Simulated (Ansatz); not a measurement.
# CsBiSe3 (model cell, started as cubic perovskite with Bi in the octahedra): following an unstable mode, part 2 of 3

Aim: this structure of CsBiSe3 (model cell, started as cubic perovskite with Bi in the octahedra) is to be tested for unstable modes, and one is followed downhill.

Ansatz 0.2.0; DFT PBE, scalar-relativistic, plane waves, PAW; PAW set soft_1.

So far, highest frequency on the path or at a solved wavevector (cm⁻¹): step 2 (response at finite wavevector) 146. Also lowest frequency on the path (cm⁻¹): step 2 -58.6.

The structure was built from a prototype and need not be the compound's stable phase.

### Step 5. Energy along the mode, all amplitudes (two of the runs are shown above)

An imaginary frequency means negative curvature, so the energy should fall and then rise again as anharmonic terms take over.

Numbers from this step:

* depth at the lowest point sampled: 13.02 meV/atom
* largest atomic shift at that point: 0.6 Å

Table of energy from the parent by largest atomic shift:

| largest atomic shift (Å) | energy from the parent (meV/atom) |
| --- | --- |
| 0.000 | 0 |
| 0.040 | -0.17 |
| 0.080 | -0.674 |
| 0.140 | -2.02 |
| 0.220 | -4.69 |
| 0.320 | -8.43 |
| 0.450 | -12.1 |
| 0.600 | -13.0 |

Displacement at unit largest shift by atom:

| atom | x (Å) | y (Å) | z (Å) | size |
| --- | --- | --- | --- | --- |
| Cs1 | 0.00 | 0.00 | -0.13 | 0.13 |
| Cs2 | 0.00 | 0.00 | 0.13 | 0.13 |
| Bi3 | 0.00 | -0.16 | 0.00 | 0.16 |
| Bi4 | 0.00 | 0.16 | 0.00 | 0.16 |
| Se5 | 0.00 | 0.00 | 0.00 | 0.00 |
| Se6 | 0.00 | 0.00 | 0.00 | 0.00 |
| Se7 | 0.00 | 0.00 | 0.00 | 0.00 |
| Se8 | 0.00 | 0.00 | 0.00 | 0.00 |
| Se9 | 0.00 | 1.00 | 0.00 | 1.00 |
| Se10 | 0.00 | -1.00 | 0.00 | 1.00 |

The lowest of the steps tried is the last one, at 0.6 Å, 13.0 meV/atom below the parent; the bottom of the well need not coincide with a step.

### Step 6. Relaxing from the distorted cell

Starting from the lowest point found, all atoms and the cell are let go, so that strain and other modes of the same symmetry can join in.

input.yaml reads:

```yaml
crystal:
  lattice:
    - [-5.6457865512, 0.0, 0.0]
    - [0.0, -5.6457865512, -5.6457865512]
    - [0.0, -5.6457865512, 5.6457865512]
  atoms:
    - { symbol: Cs, position: [1.0, 1.0071260072, -0.0071260072] }
    - { symbol: Cs, position: [1.0, 0.4928739928, 0.5071260072] }
    - { symbol: Bi, position: [0.5, 0.0085410106, 0.5085410106] }
    - { symbol: Bi, position: [0.5, 0.4914589894, -0.0085410106] }
    - { symbol: Se, position: [0.5, 0.25, 0.25] }
    - { symbol: Se, position: [0.5, 0.75, 0.75] }
    - { symbol: Se, position: [0.5, 0.75, 0.25] }
    - { symbol: Se, position: [0.5, 0.25, 0.75] }
    - { symbol: Se, position: [1.0, -0.0531369717, 0.4468630283] }
    - { symbol: Se, position: [1.0, 0.5531369717, 0.0531369717] }
kpoints:
  mp_grid: { grid: [6, 6, 6] }
hamiltonian:
  xc: pbe
  pseudopotentials: { kind: paw, azcp: { folder: soft_1 } }
scf:
  occupations: { method: methfessel_paxton, width: 0.2 }
output:
  forces: true
  stress: true
  eigenvalues: true
  write_density: true
  write_potential: true
  elf: true
  volumetric_format: npy
relax:
  adjacent_minimum: "off"
  f_tol: 0.002
  max_steps: 120
  cell: { stress_tol: 0.03 }
```

Run with:

```console
$ ansatz run input.yaml --threads 4 --pin off --max-ram 16384MiB --backend cpu --events-out ev --progress --plain --runs-dir out
```

Numbers of over 12 decimals in the logs are rounded to 6 here.

The log of the run:

```text
[...]
Crystal: 10 atoms, lattice volume = 359.918 Å³
Basis set: ecut = 420 eV, 7107 PW (Γ), exchange–correlation on 80×108×108 points (8 copies of the dense FFT grid, shifted against one another)
Bands: 87, of which v1, the nominal top of the filled ones, is band 72 counted from 1 (71 counted from 0)
Symmetry: 8 space group operations
[...]
k-points: 52 of 216
[...]
SCF iter   1: F=—  HF=-68961.136941 eV  |F-HF|=—  |Δ(HF+E_count)|=         —  Δρ=3.13e-2  dr2=1.03e1  ethr=3.10e-3  ⟨swp⟩=7.6  Hψ=18534  notcnv=0
[...]
SCF iter  10: F=-68957.803689 eV  HF=-68957.803689 eV  |F-HF|=4.03e-9  |Δ(HF+E_count)|=   3.33e-8  S|Δr|=    0.00e0  Δρ=1.56e-6  dr2=1.20e-8  ethr=6.94e-11  ⟨swp⟩=17.7  Hψ=36951  notcnv=0
SCF 1 converged in 10 iterations: F = -68957.803689 eV  dr2 = 1.20e-8
[...]
relax step   1: F+E_penalty+E_count = -68957.80368910 eV  Δ(F+E_penalty+E_count) = +0.000e0 eV  max|allowed force component| = 3.663e-1 eV/Å  Δτ_max = 0.0000 Å  P = -0.162 GPa  Ω = 359.918 Å³  (10 SCF iters, dr2 threshold 1.00e-7 eV, accepted)
Crystal: 10 atoms, lattice volume = 357.799 Å³
Basis set: ecut = 420 eV, 7011 PW (Γ), exchange–correlation on 80×108×108 points (8 copies of the dense FFT grid, shifted against one another)
[...]
SCF iter   8: F=-68957.929157 eV  HF=-68957.929157 eV  |F-HF|=2.95e-8  |Δ(HF+E_count)|=   1.05e-8  S|Δr|=    0.00e0  Δρ=4.34e-6  dr2=1.12e-7  ethr=6.94e-10  ⟨swp⟩=14.9  Hψ=45980  notcnv=0
SCF 2 converged in 8 iterations: F = -68957.929157 eV  dr2 = 1.12e-7
  Residual-converged pass: ⟨swp⟩=1.0  Hψ=4733  notcnv=0  max |occ|·‖R‖ = 7.0e-9 eV (tolerance 1.0e-8 eV)  dr2=1.12e-7  dr2_onsite=3.27e-8  max |Δocc| = 3.1e-11
relax step   2: F+E_penalty+E_count = -68957.92915704 eV  Δ(F+E_penalty+E_count) = -1.255e-1 eV  max|allowed force component| = 1.494e-1 eV/Å  Δτ_max = 0.0652 Å  P = -0.165 GPa  Ω = 357.799 Å³  energy of the carried Pulay correction = +7.438e-5 eV  (8 SCF iters, dr2 threshold 1.00e-6 eV, accepted)
Crystal: 10 atoms, lattice volume = 351.386 Å³
Basis set: ecut = 420 eV, 6889 PW (Γ), exchange–correlation on 80×108×108 points (8 copies of the dense FFT grid, shifted against one another)
[...]
SCF iter   9: F=-68958.057447 eV  HF=-68958.057447 eV  |F-HF|=2.32e-7  |Δ(HF+E_count)|=   1.35e-6  S|Δr|=    0.00e0  Δρ=7.36e-6  dr2=3.90e-7  ethr=6.94e-10  ⟨swp⟩=16.2  Hψ=47946  notcnv=0
SCF 3 converged in 9 iterations: F = -68958.057447 eV  dr2 = 3.90e-7
relax step   3: F+E_penalty+E_count = -68958.05744707 eV  Δ(F+E_penalty+E_count) = -1.283e-1 eV  max|allowed force component| = 2.712e-1 eV/Å  Δτ_max = 0.1961 Å  P = +0.079 GPa  Ω = 351.386 Å³  energy of the carried Pulay correction = +3.021e-4 eV  (9 SCF iters, dr2 threshold 1.00e-6 eV, accepted)
[... from here on, the SCF cycles and remarks between the steps are left out ...]
relax step   4: F+E_penalty+E_count = -68958.17441688 eV  Δ(F+E_penalty+E_count) = -1.170e-1 eV  max|allowed force component| = 6.334e-2 eV/Å  Δτ_max = 0.1951 Å  P = +0.020 GPa  Ω = 348.481 Å³  energy of the carried Pulay correction = +4.067e-4 eV  (9 SCF iters, dr2 threshold 1.00e-6 eV, accepted)
relax step   5: F+E_penalty+E_count = -68958.21545126 eV  Δ(F+E_penalty+E_count) = -4.103e-2 eV  max|allowed force component| = 3.647e-1 eV/Å  Δτ_max = 0.1923 Å  P = +0.230 GPa  Ω = 342.662 Å³  energy of the carried Pulay correction = +6.187e-4 eV  (9 SCF iters, dr2 threshold 6.53e-7 eV, accepted)
relax step   6: F+E_penalty+E_count = -68958.32042848 eV  Δ(F+E_penalty+E_count) = -1.050e-1 eV  max|allowed force component| = 5.414e-1 eV/Å  Δτ_max = 0.1885 Å  P = +0.243 GPa  Ω = 337.907 Å³  energy of the carried Pulay correction = +7.946e-4 eV  (9 SCF iters, dr2 threshold 1.00e-6 eV, accepted)
relax step   7: F+E_penalty+E_count = -68958.38218537 eV  Δ(F+E_penalty+E_count) = -6.176e-2 eV  max|allowed force component| = 5.461e-1 eV/Å  Δτ_max = 0.1919 Å  P = -0.265 GPa  Ω = 342.097 Å³  energy of the carried Pulay correction = +6.395e-4 eV  (9 SCF iters, dr2 threshold 1.00e-6 eV, accepted)
relax step   8: F+E_penalty+E_count = -68958.42144595 eV  Δ(F+E_penalty+E_count) = -3.926e-2 eV  max|allowed force component| = 1.968e-1 eV/Å  Δτ_max = 0.0810 Å  P = -0.139 GPa  Ω = 340.472 Å³  energy of the carried Pulay correction = +6.994e-4 eV  (8 SCF iters, dr2 threshold 1.00e-6 eV, accepted)
relax step   9: F+E_penalty+E_count = -68958.43835608 eV  Δ(F+E_penalty+E_count) = -1.691e-2 eV  max|allowed force component| = 1.126e-1 eV/Å  Δτ_max = 0.0684 Å  P = +0.128 GPa  Ω = 336.872 Å³  energy of the carried Pulay correction = +8.332e-4 eV  (9 SCF iters, dr2 threshold 1.00e-6 eV, accepted)
relax step  10: F+E_penalty+E_count = -68958.44202081 eV  Δ(F+E_penalty+E_count) = -3.665e-3 eV  max|allowed force component| = 5.996e-2 eV/Å  Δτ_max = 0.0300 Å  P = +0.021 GPa  Ω = 337.350 Å³  energy of the carried Pulay correction = +8.153e-4 eV  (7 SCF iters, dr2 threshold 7.93e-7 eV, accepted)
relax step  11: F+E_penalty+E_count = -68958.44341437 eV  Δ(F+E_penalty+E_count) = -1.394e-3 eV  max|allowed force component| = 3.652e-3 eV/Å  Δτ_max = 0.0116 Å  P = -0.002 GPa  Ω = 337.903 Å³  energy of the carried Pulay correction = +7.947e-4 eV  (6 SCF iters, dr2 threshold 2.25e-7 eV, accepted)
relax step  12: F+E_penalty+E_count = -68958.44342258 eV  Δ(F+E_penalty+E_count) = -8.210e-6 eV  max|allowed force component| = 3.213e-4 eV/Å  Δτ_max = 0.0008 Å  P = +0.001 GPa  Ω = 337.878 Å³  energy of the carried Pulay correction = +7.956e-4 eV  (8 SCF iters, dr2 threshold 8.34e-10 eV, accepted)
Basis set: ecut = 420 eV, 6589 PW (Γ), exchange–correlation on 64×120×120 points (8 copies of the dense FFT grid, shifted against one another)
[...]
SCF iter  10: F=-68958.444156 eV  HF=-68958.444156 eV  |F-HF|=1.46e-11  |Δ(HF+E_count)|=  1.46e-11  S|Δr|=    0.00e0  Δρ=2.78e-8  dr2=6.29e-12  ethr=1.00e-12  ⟨swp⟩=6.0  Hψ=18498  notcnv=0
the search or the solves at the SCF's close seem to have found levels that the self-consistency loop had missed (the run counts 1). By its estimate they hold under 1e-12 electrons; where the run keeps them, the occupations were computed again with them
SCF 13 converged in 10 iterations: F = -68958.444156 eV  dr2 = 6.29e-12
relax step  13: F+E_penalty+E_count = -68958.44415602 eV  Δ(F+E_penalty+E_count) = -7.334e-4 eV  max|allowed force component| = 2.080e-4 eV/Å  Δτ_max = 0.0000 Å  P = +0.008 GPa  Ω = 337.878 Å³  stress off target by 2.01e-2 GPa  SCF on the basis re-selected at this cell (its energy is not comparable with the rows above)  (10 SCF iters)
basis re-selected at this cell: Δ(F+E_penalty+E_count) = -7.334e-4 eV, ΔP = +0.007 GPa vs the last step (what re-selecting the basis moved, of the pressure what is left beyond the Pulay correction that the steps carried, after the strain that the cell walked since its last selection, with what the two solves' SCF thresholds leave and, on support functions, any second-order correction that the steps lacked; it is no measure of the basis error at this ecutwfc). The dense FFT grid was sized anew with the basis: this SCF ran on 32×60×60 points, the steps before it on 40×54×54, so part of this shift can come from that change (see relax.cell in the input reference). [rest of the remark cut]
SCF converged after 10 iterations
[...]
Free energy (F): -68958.444156 eV
[...]
Internal energy: -68958.443897 eV  (E = F + TS)
E sigma→0 (E₀):  -68958.444091 eV
Entropy (-TS):   -0.000259 eV (-0.026 meV/atom)
Fermi energy:    6.053595 eV
[...]
--- Forces (eV/Å), atoms counted from 1 ---
  atom   1  Cs     0.00000000    -0.00000000     0.00020801
  atom   2  Cs     0.00000000     0.00000000    -0.00020801
  atom   3  Bi     0.00000000     0.00010915     0.00000000
  atom   4  Bi     0.00000000    -0.00010915    -0.00000000
  atom   5  Se     0.00000000     0.00000000    -0.00000000
  atom   6  Se     0.00000000     0.00000000     0.00000000
  atom   7  Se    -0.00000000     0.00000000     0.00000000
  atom   8  Se    -0.00000000     0.00000000     0.00000000
  atom   9  Se     0.00000000     0.00012404    -0.00000000
  atom  10  Se     0.00000000    -0.00012404     0.00000000
  max |Σ_I F_I| component: 2.71e-20 eV/Å
--- Stress (GPa, compression-positive) ---
       -0.004194      -0.000000       0.000000
       -0.000000       0.020117      -0.000000
        0.000000      -0.000000       0.007325
  P = ⅓ Tr σ = 0.0077 GPa (0.077 kbar)
--- Band table (eV; the first three rows and the last of 52) ---
  k-point 0: bands = [... 68 lower, 5.7516, 5.8219, 5.8883, 6.0840, 6.5981, 6.7631, 6.9825, 7.0177, ... 11 higher]
  k-point 1: bands = [... 68 lower, 5.7685, 5.7818, 5.8448, 6.0690, 6.3975, 6.4969, 7.3262, 7.6043, ... 11 higher]
  k-point 2: bands = [... 68 lower, 5.6332, 5.8249, 5.8466, 6.0288, 6.1196, 6.3150, 7.9579, 8.2573, ... 11 higher]
  k-point 51: bands = [... 68 lower, 5.5325, 5.6599, 5.7615, 5.9227, 6.2301, 7.3818, 8.0560, 8.3420, ... 11 higher]
--- Relaxed structure (12 steps of the walk, 12 accepted, 1 SCFs on fresh bases) ---
  F+E_penalty+E_count = -68958.44415602 eV   max|allowed force component| = 2.080e-4 eV/Å   (the final SCF, on the basis selected at the relaxed cell)
  cell:  # Å, volume = 337.8783 Å³
    - [-4.617181, 0.0, 0.0]
    - [0.0, -6.237655, -5.865865]
    - [0.0, -6.237655, 5.865865]
  atoms:
    - { symbol: Cs, position: [1.0, 1.016721, -0.016721] }
    - { symbol: Cs, position: [1.0, 0.483279, 0.516721] }
    - { symbol: Bi, position: [0.5, 0.023918, 0.523918] }
    - { symbol: Bi, position: [0.5, 0.476082, -0.023918] }
    - { symbol: Se, position: [0.5, 0.250000, 0.250000] }
    - { symbol: Se, position: [0.5, 0.750000, 0.750000] }
    - { symbol: Se, position: [0.5, 0.750000, 0.250000] }
    - { symbol: Se, position: [0.5, 0.250000, 0.750000] }
    - { symbol: Se, position: [1.0, -0.116222, 0.383778] }
    - { symbol: Se, position: [1.0, 0.616222, 0.116222] }
```

Wall time 9.5 min (4 threads of Arm Neoverse V1, shared host); peak memory 1.7 GiB.

Relaxation path:

| step | energy less that of the first step (eV) | largest force component (eV/Å) | pressure (GPa) | volume (Å³) |
| --- | --- | --- | --- | --- |
| 1 | 0.0000 | 0.3663 | -0.16 | 359.92 |
| 2 | -0.1255 | 0.1494 | -0.16 | 357.80 |
| 3 | -0.2538 | 0.2712 | 0.08 | 351.39 |
| 4 | -0.3707 | 0.0633 | 0.02 | 348.48 |
| 5 | -0.4118 | 0.3647 | 0.23 | 342.66 |
| 6 | -0.5167 | 0.5414 | 0.24 | 337.91 |
| 7 | -0.5785 | 0.5461 | -0.27 | 342.10 |
| 8 | -0.6178 | 0.1968 | -0.14 | 340.47 |
| 9 | -0.6347 | 0.1126 | 0.13 | 336.87 |
| 10 | -0.6383 | 0.0600 | 0.02 | 337.35 |
| 11 | -0.6397 | 0.0037 | 0.00 | 337.90 |
| 12 | -0.6397 | 0.0003 | 0.00 | 337.88 |
| 13* | -0.6405 | 0.0002 | 0.01 | 337.88 |

Relaxation steps marked * repeat the geometry before them on a plane-wave basis chosen anew for their cell, so energy and pressure can jump there.

The run keeps the 8 symmetry operations that it works with, so distortions that break them were not tested.

| cell as run | before | after | change |
| --- | --- | --- | --- |
| a (Å) | 5.646 | 4.617 | -18.2 % |
| b (Å) | 7.984 | 8.563 | +7.2 % |
| c (Å) | 7.984 | 8.563 | +7.2 % |
| α (°) | 90.00 | 86.48 | -3.9 % |
| volume (Å³/atom) | 35.99 | 33.79 | -6.1 % |

The atoms that moved most (Å, as changes of fractional coordinates times the final cell):

| atom | dx | dy | dz | length |
| --- | --- | --- | --- | --- |
| Se9 | 0.000 | 0.787 | 0.000 | 0.787 |
| Se10 | 0.000 | -0.787 | 0.000 | 0.787 |
| Bi4 | 0.000 | 0.192 | 0.000 | 0.192 |
| Bi3 | 0.000 | -0.192 | 0.000 | 0.192 |
| Cs2 | 0.000 | 0.000 | 0.113 | 0.113 |
| Cs1 | 0.000 | 0.000 | -0.113 | 0.113 |

This step gave:

```
pressure        : 0.007749 GPa
volume per atom : 33.79 Å³
```

ELF in the ab plane of the conventional cell at fractional z = 0.500, with atoms of Bi and Se within 0.2 Å of it. It is the smooth field of the valence electrons, not physical close to the nuclei.

Ten even steps from '0' (0.01) to '9' (0.89), each cell a mean:
```
369862000002799745999510000048984
777630000000368878875100000014777
443211245420012344320013543101244
443223689874101121111268987522344
234336888887323444322588888743432
124347742477434322443686226753431
344347854577434221343577447863343
332136899885334323443478999742233
111013688752123344321146887410011
554210123210134555532001232001355
789841000001478767886200000036887
279983000002799623898400000169984
479972000002699634898400000159995
788630000000367777764100000015788
432100245421123444421013453100234
211014789863223444432257898621111
443237888886334322443478888852234
234347742477434221343676236863442
224347754687434433433687447753431
234335889986312333322479998743443
433212578863101111100147886411234
554310123210124555531002321002355
678741000001589877886200000026887
269972000003899624899510000158983
```
Columns run along a (11.7 Å), rows up along b (12.5 Å), edges of the conventional cell, whose origin can differ from the input's. Atoms in or near the plane, at fractional coordinates: Bi at (0.50, 0.27), Bi at (0.00, 0.77), Bi at (0.00, 0.23), Bi at (0.50, 0.73), Se at (0.75, 0.25), Se at (0.25, 0.75), Se at (0.25, 0.25), Se at (0.75, 0.75), Se at (0.50, 0.00), Se at (0.00, 0.50), Se at (0.00, 0.00), Se at (0.50, 0.50).

Electrostatic potential energy in the ab plane of the conventional cell at fractional z = 0.500, with atoms of Bi and Se within 0.2 Å of it. With pseudopotentials it is smooth inside the atoms' cores, unlike the true potential.

Values in eV, 13 rows by 16 columns, each cell a mean:
```
 -3   4  10  10  10  11   7  -4  -4   3  11  10  10  10   7  -4
 -2   7  10  10  10  11  10   7   7   9  11  10  10  10   8   0
-41  -9   5  -3  -3   4   5 -13 -16   2   6  -3  -3   3  -2 -37
-31  -4   4  -3  -1   0  -4 -41 -44 -12   3  -4  -1   0   1 -27
  5   9  10   7   6   9   6 -10 -14   3   9   7   7  10   9   6
 -3   7  11  11  10  11   8  -2  -3   6  11  10  11  11   9  -2
  2   0  10  10  10  10   5  -2   3   0  10  10  10  10   4  -2
 -1   8  11  11  11  11   9   0  -2   7  11  11  11  11   9   1
  3   8  10   4   3   8   4 -18 -22   0   9   4   3   9   9   4
-38  -7   3  -2   2  -1  -3 -40 -44 -12   2  -2   2  -1  -1 -33
-36  -6   7  -2  -2   6   7  -5  -8   5   8  -1  -2   5   0 -32
  1   8  10  11  11  11  10   6   5   9  11  11  10  11   9   2
 -2   2  10  10  10  11   6  -4  -2   2  10  10  10  10   6  -4
```
Columns run along a (11.7 Å; values clipped at the 3rd and 97th percentile), rows up along b (12.5 Å), edges of the conventional cell, whose origin can differ from the input's. Atoms in or near the plane, at fractional coordinates: Bi at (0.50, 0.27), Bi at (0.00, 0.77), Bi at (0.00, 0.23), Bi at (0.50, 0.73), Se at (0.75, 0.25), Se at (0.25, 0.75), Se at (0.25, 0.25), Se at (0.75, 0.75), Se at (0.50, 0.00), Se at (0.00, 0.50), Se at (0.00, 0.00), Se at (0.50, 0.50).

Valence density in the ab plane of the conventional cell at fractional z = 0.500, with atoms of Bi and Se within 0.2 Å of it. It is the smooth field of the valence electrons, not physical close to the nuclei.

Ten steps, logarithmic in the rise over the least value, from '0' (0 e/Å³) to '9' (37 e/Å³), each cell a mean:
```
852100000000012587310000000000137
221000000000001222100000000000112
110000000000000000000000000000011
321000011100000000000000110000012
653101134311001222100012442101245
653111379731112455311125995211246
442101268621113566421124884210134
110000122210012455310011221100011
000000000000001122100000000000000
110000000000000111100000000000001
321000000000001233210000000000123
962100000000012698410000000000248
852100000000012587310000000000137
211000000000001222110000000000012
000000000000000111000000000000000
000000011100001232100000110000000
221001134311013565421012442100012
542111379731113566421125995211145
653111268621012444310124884211246
542100122210000111000011221100135
211000000000000000000000000000012
110000000000000111000000000000011
321000000000001233210000000000123
962100000000012698420000000000248
```
Columns run along a (11.7 Å), rows up along b (12.5 Å), edges of the conventional cell, whose origin can differ from the input's. Atoms in or near the plane, at fractional coordinates: Bi at (0.50, 0.27), Bi at (0.00, 0.77), Bi at (0.00, 0.23), Bi at (0.50, 0.73), Se at (0.75, 0.25), Se at (0.25, 0.75), Se at (0.25, 0.25), Se at (0.75, 0.75), Se at (0.50, 0.00), Se at (0.00, 0.50), Se at (0.00, 0.00), Se at (0.50, 0.50).

The distorted start has space group Cmmm; the relaxation ends in Cmmm.

[end of part 2 of 3]

[Logs are printed without paths, hosts, clocks, repeated set-up lines and the standing remarks that a program may print on its own settings, such as how far it seeks lower states.]

[Hosts, paths, dates, database ids (printed as entryN), source tags and the programs' standing remarks are cut or masked in the printed files.]
